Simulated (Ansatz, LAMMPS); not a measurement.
# Gap against volume in Ga2O3 with crystalline order left by the classical run (100 atoms)

Density of this cell: 5.47 g/cm³. The cell holds 100 atoms: 40 Ga and 60 O. Cell: a = 10.702 Å, b = 10.278 Å, c = 10.400 Å, α = 94.1°, β = 87.6°, γ = 87.6°. The starting structure: 100 atoms (40 Fe, 60 O) placed at random at 4.44 g/cm³, melted at 5000 K for 10 ps at fixed volume with the Morse and Coulomb pair potential with partial charges (Pedone, Malavasi, Menziani, Cormack and Segre, J. Phys. Chem. B 110, 11780 (2006)). Quenched from 5000 K to 300 K at 200 K/ps and fixed volume, held 10 ps at zero pressure, then minimised at fixed cell. Then Fe was replaced by Ga and the cell scaled by 1.003 (the potential has no terms for the new elements, so the cell is a start for a DFT relaxation).

Calculated with Ansatz 0.2.0: Kohn-Sham DFT, PBE, PAW (set soft_2), plane waves; cutoff 420 eV, Γ point, fixed occupations. The relaxed cell was scaled evenly and the atoms were relaxed at each volume. The gap is that between the highest filled and the lowest empty Kohn-Sham level on the run's k-points.

| volume (Å³/atom) | gap (eV) |
| --- | --- |
| 10.249 | 1.854 |
| 10.705 | ? |
| 11.046 | 1.503 |
| 11.388 | 1.313 |
| 11.730 | 1.112 |
| 12.071 | 0.9421 |

Task: Fit a straight line in ln V to the rows given and interpolate to the withheld row.

**Working.**

A volume deformation potential makes the spacing linear in u = ln(V/V0), with V0 = 11.388 Å³ the relaxed volume; v is the spacing.

| u = ln(V/V0) | v (eV) |
| --- | --- |
| -0.105360 | 1.8541 |
| -0.0304589 | 1.5033 |
| 0 | 1.3126 |
| 0.0295597 | 1.1121 |
| 0.0582690 | 0.9421 |

With n = 5: mean u = -0.00959811, mean v = 1.34484, Σ(u − ū)² = 0.015837, Σ(u − ū)(v − v̄) = -0.088829. Slope b = -0.088829 / 0.015837 = -5.6090; intercept a = v̄ − b ū = 1.2910.

At the withheld volume u = -0.06188, and v = a + b u.

Prediction at 10.705: 1.638 eV. The run gave 1.640 eV, so the fit is low by 0.0018 eV (0.11 % of the value).

The slope, -5.61 eV, says that the spacing narrows on expansion. Among the rows given, the largest miss of the fit is at 11.046, by 0.041 eV (4.5 % of the range of the table).

Limits: The table spans 16 % in volume, wide for a linear law. Semilocal functionals tend to put gaps under measured ones. Only the Γ point is sampled. Atoms move by up to 0.8 Å in these relaxations, so the structure changes along the series. Defect or tail levels can set the spacing of a disordered cell.

[Hosts, paths, dates, database ids (printed as entryN), source tags and the programs' standing remarks are cut or masked in the printed files.]
